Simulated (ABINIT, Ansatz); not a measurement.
# SiGe3 (Pm-3m): phonons by linear response, part 2 of 6

Aim: the phonon dispersion of SiGe3 (Pm-3m), checked by a second program.

ABINIT 10.8.3; DFT LDA, scalar-relativistic, plane waves, HGH norm-conserving pseudopotentials.

So far. Step 2 (Relaxing the cell and atoms): The volume changes by -1.4 % from the cell with which this run began. Step 3 (Ground state): The cell stands at -0.25 GPa: the relaxation ran with a smoothed and higher cutoff, and the difference is a stress of the finite basis. The relaxed cell has a = 4.094 Å (conventional setting).

The structure was built from a prototype and need not be the compound's stable phase.

## 4. Zone-centre response

At q = 0 one unit cell holds all displacements. The response is solved for single atoms along the cell's directions, and symmetry skips those that follow from others. The crystal is treated as a metal, which screens a static field, so no field response is asked.

dfpt_gamma.abi

```

# common to the responses
getwfk_filepath "gso_WFK"
kptopt 2
nqpt 1
qpt 0.0 0.0 0.0
asr 0
chneut 0

# displacements
rfphon 1
rfatpol 1 4
rfdir 1 1 1
tolvrs 1.0d-10
prtwf 0

# basis, mesh and filling
ecut 20.0
ixc 7
ngkpt 6 6 6
nshiftk 1
shiftk 0.0 0.0 0.0
istwfk *1
occopt 3
tsmear 0.01
nband 14
nstep 100
diemac 1000000.0
prtebands 0
prtgsr 0
useylm 1

# cell and atoms
acell 7.73706503 7.73706503 7.73706503
rprim 
    1.0 0.0 0.0
    0.0 1.0 0.0
    0.0 0.0 1.0
ntypat 2
znucl 14 32
natom 4
typat 1 2 2 2
xred 
    0.0 0.0 0.0
    0.0 0.5 0.5
    0.5 0.0 0.5
    0.5 0.5 0.0
pp_dirpath "./pseudo"
pseudos "Si.hgh, Ge.hgh"
```

Launch:

```sh
$ OMP_NUM_THREADS=1 mpirun -n 4 abinit dfpt_gamma.abi > dfpt_gamma.log
```

Numbers of over 12 decimals in the logs are rounded to 6 here.

dfpt_gamma.abo, the main output file:

```text
[banners, grids, parts of the stress and lines that vanish by symmetry left out]
- input  file    -> dfpt_gamma.abi
- output file    -> dfpt_gamma.abo
- root for input  files -> dfpt_gammai
- root for output files -> dfpt_gammao

 Symmetries : space group Pm -3 m (#221); Bravais cP (primitive cubic)
================================================================================
 Values of the parameters that define the memory need of the present run (RF).
     intxc =       0      iscf =       7    lmnmax =      14     lnmax =       6
     mgfft =      32  mpssoang =       3    mqgrid =    3001     natom =       4
  nloc_mem =       1    nspden =       1   nspinor =       1    nsppol =       1
      nsym =      48    n1xccc =       0    ntypat =       2    occopt =       3
   xclevel =       1
-    mband =          14        mffmem =           1         mkmem =          28
-   mkqmem =          28        mk1mem =          28           mpw =        2008
      nfft =       32768          nkpt =         112
- my_mband =          14
================================================================================
================================================================================

--------------------------------------------------------------------------------
------------- Echo of variables that govern the present computation ------------
--------------------------------------------------------------------------------
-
- outvars: echo of selected default values
-   iomode0 =  0 , fftalg0 =312 , wfoptalg0 =  0
-
- outvars: echo of global parameters not present in the input file
-  max_nthreads =    1
-
 -outvars: echo values of preprocessed input variables
 [... echo left out ...]
================================================================================

 chkinp: Checking input parameters for consistency.

[...]
== DATASET  1 ==================================================================
-   mpi_nproc: 4, omp_nthreads: 1 (-1 if OMP is not activated)

--- !DatasetInfo
iteration_state: {dtset: 1, }
dimensions: {natom: 4, nkpt: 112, mband: 14, nsppol: 1, nspinor: 1, nspden: 1, mpw: 2008, }
cutoff_energies: {ecut:  20.0, pawecutdg:  -1.0, }
electrons: {nelect:   1.60000000E+01, charge:   0.00000000E+00, occopt:   3.00000000E+00, tsmear:   1.00000000E-02, }
meta: {optdriver: 1, rfphon: 1, }
...

 mkfilename: getwfk from: gso_WFK

 Exchange-correlation functional for the present dataset will be:
  LDA: Perdew-Wang 92 LSD fit to Ceperley-Alder data - ixc=7
 Citation for XC functional:
  J.P.Perdew and Y.Wang, PRB 45, 13244 (1992)

 Real(R)+Recip(G) space primitive vectors, cartesian coordinates (Bohr,Bohr^-1):
 R(1)=  7.7370650  0.0000000  0.0000000  G(1)=  0.1292480  0.0000000  0.0000000
 R(2)=  0.0000000  7.7370650  0.0000000  G(2)=  0.0000000  0.1292480  0.0000000
 R(3)=  0.0000000  0.0000000  7.7370650  G(3)=  0.0000000  0.0000000  0.1292480
 Unit cell volume ucvol=  4.6315754E+02 bohr^3
 Angles (23,13,12)=  9.00000000E+01  9.00000000E+01  9.00000000E+01 degrees
 setup1 : take into account q-point for computing boxcut.

 getcut: wavevector=  0.0000  0.0000  0.0000  ngfft=  32  32  32
         ecut(hartree)=     20.000   => boxcut(ratio)=   2.05444

--- Pseudopotential description ------------------------------------------------
- pspini: atom type   1  psp file is ./pseudo/Si.hgh

- pspini: atom type   2  psp file is ./pseudo/Ge.hgh

   2.72153545E+02                                ecore*ucvol(ha*bohr**3)
--------------------------------------------------------------------------------

 ==>  initialize data related to q vector <==

 The list of irreducible perturbations for this q vector is:
    1)    idir= 1    ipert=   1
    2)    idir= 1    ipert=   2
    3)    idir= 2    ipert=   2

[...]
The perturbation idir=   2  ipert=   1 is
 symmetric of a previously calculated perturbation.
 So, its SCF calculation is not needed.

 The perturbation idir=   3  ipert=   1 is
 symmetric of a previously calculated perturbation.
 So, its SCF calculation is not needed.

 The perturbation idir=   3  ipert=   2 is
 symmetric of a previously calculated perturbation.
 So, its SCF calculation is not needed.

 The perturbation idir=   1  ipert=   3 is
 symmetric of a previously calculated perturbation.
 So, its SCF calculation is not needed.

[...]
The perturbation idir=   2  ipert=   4 is
 symmetric of a previously calculated perturbation.
 So, its SCF calculation is not needed.

 The perturbation idir=   3  ipert=   4 is
 symmetric of a previously calculated perturbation.
 So, its SCF calculation is not needed.

--------------------------------------------------------------------------------
 Perturbation wavevector (in red.coord.)   0.000000  0.000000  0.000000
 Perturbation : displacement of atom   1   along direction   1
 Found     8 symmetries that leave the perturbation invariant.

[...]
dfpt_looppert : total number of electrons, from k and k+q
  fully or partially occupied states are    1.600000E+01 and    1.600000E+01.
 Initialisation of the first-order wave-functions :
  ireadwf=   0

--- !BeginCycle
iteration_state: {dtset: 1, }
solver: {iscf: 7, nstep: 100, nline: 4, wfoptalg: 0, }
tolerances: {tolvrs: 1.00E-10, }
...

     iter   2DEtotal(Ha)        deltaE(Ha) residm    vres2
-ETOT  1   44.180646423439     -4.397E+01 1.164E+00 7.758E+04
 ETOT  2  0.172481     -4.401E+01 7.889E-01 8.636E+02
 ETOT  3 -0.387563     -5.600E-01 7.920E-03 6.236E+00
 ETOT  4 -0.390586     -3.022E-03 1.455E-02 1.752E-02
 ETOT  5 -0.390595     -9.271E-06 1.870E-04 4.910E-05
[...]
At SCF step    9       vres2   =  1.97E-12 < tolvrs=  1.00E-10 =>converged.
[...]
Mean square residual over all n,k,spin=   50.617E-10; max=  21.456E-07

 Thirteen components of 2nd-order total energy (hartree) are
 1,2,3: 0th-order hamiltonian combined with 1st-order wavefunctions
     kin0=   1.02112679E+02 eigvalue=  -5.52491059E+00  local=  -8.97556338E+01
 4,5,6: 1st-order hamiltonian combined with 1st and 0th-order wfs
 loc psp =   5.78684112E+01  Hartree=   2.14695537E+01     xc=  -8.97395750E+00
 note that "loc psp" includes a xc core correction that could be resolved
 7,8,9: eventually, occupation + non-local contributions
    edocc=   7.50071137E+00     enl0=   6.17102209E+01   enl1=  -2.34945738E+02
 1-9 gives the relaxation energy (to be shifted if some occ is /=2.0)
   erelax=  -8.85386634E+01
 10,11,12 Non-relaxation  contributions : frozen-wavefunctions and Ewald
 fr.local=  -5.19936402E+01 fr.nonlo=   1.14154861E+02  Ewald=   2.59868476E+01
 13,14 Frozen wf xc core corrections (1) and (2)
 frxc 1  =   0.00000000E+00  frxc 2 =   0.00000000E+00
 Resulting in :
 2DEtotal=   -0.3905948846E+00 Ha. Also 2DEtotal=   -0.106286282708E+02 eV
    (2DErelax=   -8.8538663443E+01 Ha. 2DEnonrelax=    8.8148068558E+01 Ha)
    (  non-var. 2DEtotal :   -3.9059475372E-01 Ha)

[...]
Perturbation wavevector (in red.coord.)   0.000000  0.000000  0.000000
 Perturbation : displacement of atom   2   along direction   1
 Found     8 symmetries that leave the perturbation invariant.

[...]
dfpt_looppert : total number of electrons, from k and k+q
  fully or partially occupied states are    1.600000E+01 and    1.600000E+01.
 Initialisation of the first-order wave-functions :
  ireadwf=   0

--- !BeginCycle
iteration_state: {dtset: 1, }
solver: {iscf: 7, nstep: 100, nline: 4, wfoptalg: 0, }
tolerances: {tolvrs: 1.00E-10, }
...

     iter   2DEtotal(Ha)        deltaE(Ha) residm    vres2
-ETOT  1   38.075026399909     -7.248E+01 5.744E-01 6.868E+04
[...]
At SCF step    9       vres2   =  1.34E-12 < tolvrs=  1.00E-10 =>converged.
[...]
Mean square residual over all n,k,spin=   17.303E-08; max=  79.151E-06

 Thirteen components of 2nd-order total energy (hartree) are
 1,2,3: 0th-order hamiltonian combined with 1st-order wavefunctions
     kin0=   1.10793928E+02 eigvalue=  -4.37952280E+00  local=  -4.98270643E+01
 4,5,6: 1st-order hamiltonian combined with 1st and 0th-order wfs
 loc psp =  -3.08351899E+01  Hartree=   2.09711614E+01     xc=  -9.94071643E+00
 note that "loc psp" includes a xc core correction that could be resolved
 7,8,9: eventually, occupation + non-local contributions
    edocc=   8.11478760E+00     enl0=   3.41346885E+01   enl1=  -1.88899334E+02
 1-9 gives the relaxation energy (to be shifted if some occ is /=2.0)
   erelax=  -1.09867262E+02
 10,11,12 Non-relaxation  contributions : frozen-wavefunctions and Ewald
 fr.local=  -6.83202042E+00 fr.nonlo=   9.14041516E+01  Ewald=   2.59868476E+01
 13,14 Frozen wf xc core corrections (1) and (2)
 frxc 1  =   0.00000000E+00  frxc 2 =   0.00000000E+00
 Resulting in :
 2DEtotal=    0.6917166037E+00 Ha. Also 2DEtotal=    0.188225676769E+02 eV
    (2DErelax=   -1.0986726219E+02 Ha. 2DEnonrelax=    1.1055897880E+02 Ha)
    (  non-var. 2DEtotal :    6.9171661537E-01 Ha)

[...]
Perturbation wavevector (in red.coord.)   0.000000  0.000000  0.000000
 Perturbation : displacement of atom   2   along direction   2
 Found     4 symmetries that leave the perturbation invariant.

--------------------------------------------------------------------------------

--------------------------------------------------------------------------------

 dfpt_looppert : total number of electrons, from k and k+q
  fully or partially occupied states are    1.600000E+01 and    1.600000E+01.
 Initialisation of the first-order wave-functions :
  ireadwf=   0

--- !BeginCycle
iteration_state: {dtset: 1, }
solver: {iscf: 7, nstep: 100, nline: 4, wfoptalg: 0, }
tolerances: {tolvrs: 1.00E-10, }
...

     iter   2DEtotal(Ha)        deltaE(Ha) residm    vres2
-ETOT  1   38.794539113421     -7.114E+01 5.119E-01 7.074E+04
[...]
ETOT  8 -2.86708396468924E-02 -2.927E-12 4.452E-05 1.137E-10
 ETOT  9 -2.86708396468214E-02  7.105E-14 5.114E-05 1.068E-12

 At SCF step    9       vres2   =  1.07E-12 < tolvrs=  1.00E-10 =>converged.
[...]
Mean square residual over all n,k,spin=   76.762E-09; max=  51.141E-06

 Thirteen components of 2nd-order total energy (hartree) are
 1,2,3: 0th-order hamiltonian combined with 1st-order wavefunctions
     kin0=   1.10621722E+02 eigvalue=  -4.36919384E+00  local=  -5.00054514E+01
 4,5,6: 1st-order hamiltonian combined with 1st and 0th-order wfs
 loc psp =  -3.05237518E+01  Hartree=   2.11347418E+01     xc=  -9.96477678E+00
 note that "loc psp" includes a xc core correction that could be resolved
 7,8,9: eventually, occupation + non-local contributions
    edocc=   8.20571417E+00     enl0=   3.43422531E+01   enl1=  -1.89406267E+02
 1-9 gives the relaxation energy (to be shifted if some occ is /=2.0)
   erelax=  -1.09965009E+02
 10,11,12 Non-relaxation  contributions : frozen-wavefunctions and Ewald
 fr.local=  -7.37236004E+00 fr.nonlo=   9.13218509E+01  Ewald=   2.59868476E+01
 13,14 Frozen wf xc core corrections (1) and (2)
 frxc 1  =   0.00000000E+00  frxc 2 =   0.00000000E+00
 Resulting in :
 2DEtotal=   -0.2867083965E-01 Ha. Also 2DEtotal=   -0.780173291627E+00 eV
    (2DErelax=   -1.0996500931E+02 Ha. 2DEnonrelax=    1.0993633847E+02 Ha)
    (  non-var. 2DEtotal :   -2.8670812246E-02 Ha)

[...]
---- first-order wavefunction calculations are completed ----

 ==> Compute Derivative Database <==

 [... matrices left out ...]
  Phonon wavevector (reduced coordinates) :  0.00000  0.00000  0.00000
 Phonon energies in Hartree :
  -5.077704E-04 -5.077704E-04 -5.077704E-04 -3.977255E-04 -3.977255E-04
  -3.977255E-04  5.473036E-06  5.473036E-06  5.473037E-06  6.071266E-04
   6.071266E-04  6.071266E-04
 Phonon frequencies in cm-1    :
- -1.114427E+02 -1.114427E+02 -1.114427E+02 -8.729067E+01 -8.729067E+01
- -8.729067E+01  1.201192E+00  1.201193E+00  1.201193E+00  1.332489E+02
-  1.332489E+02  1.332489E+02

== END DATASET(S) ==============================================================
================================================================================

 -outvars: echo values of variables after computation
            acell      7.7370650300E+00  7.7370650300E+00  7.7370650300E+00 Bohr
           etotal     -2.8670839647E-02
            fcart      0.0000000000E+00  0.0000000000E+00  0.0000000000E+00
           strten      0.0000000000E+00  0.0000000000E+00  0.0000000000E+00
================================================================================
```

Wall time 29 s (4 MPI ranks of Intel Xeon at 2.70GHz, shared host).

Read from the output:

| Property | Result |
| --- | --- |
| largest acoustic frequency at the zone centre before the sum rule | 1.2 cm⁻¹ |
| highest optical zone-centre mode (no LO-TO term) | 133.2 cm⁻¹ |
| lowest optical zone-centre mode | -111.4 cm⁻¹ |

The acoustic modes at Γ come out as far as 1.2 cm⁻¹ from zero, where they should vanish, a small numerical error. The lowest optical mode is imaginary, 111i cm⁻¹, an instability at this level and on this k mesh.

[end of part 2 of 6]

[Host names and launcher messages were left out of these logs when they were recorded.]

[Logs are printed without paths, hosts, clocks, repeated set-up lines and the standing remarks that a program may print on its own settings, such as how far it seeks lower states.]

[Hosts, paths, dates, database ids (printed as entryN), source tags and the programs' standing remarks are cut or masked in the printed files.]
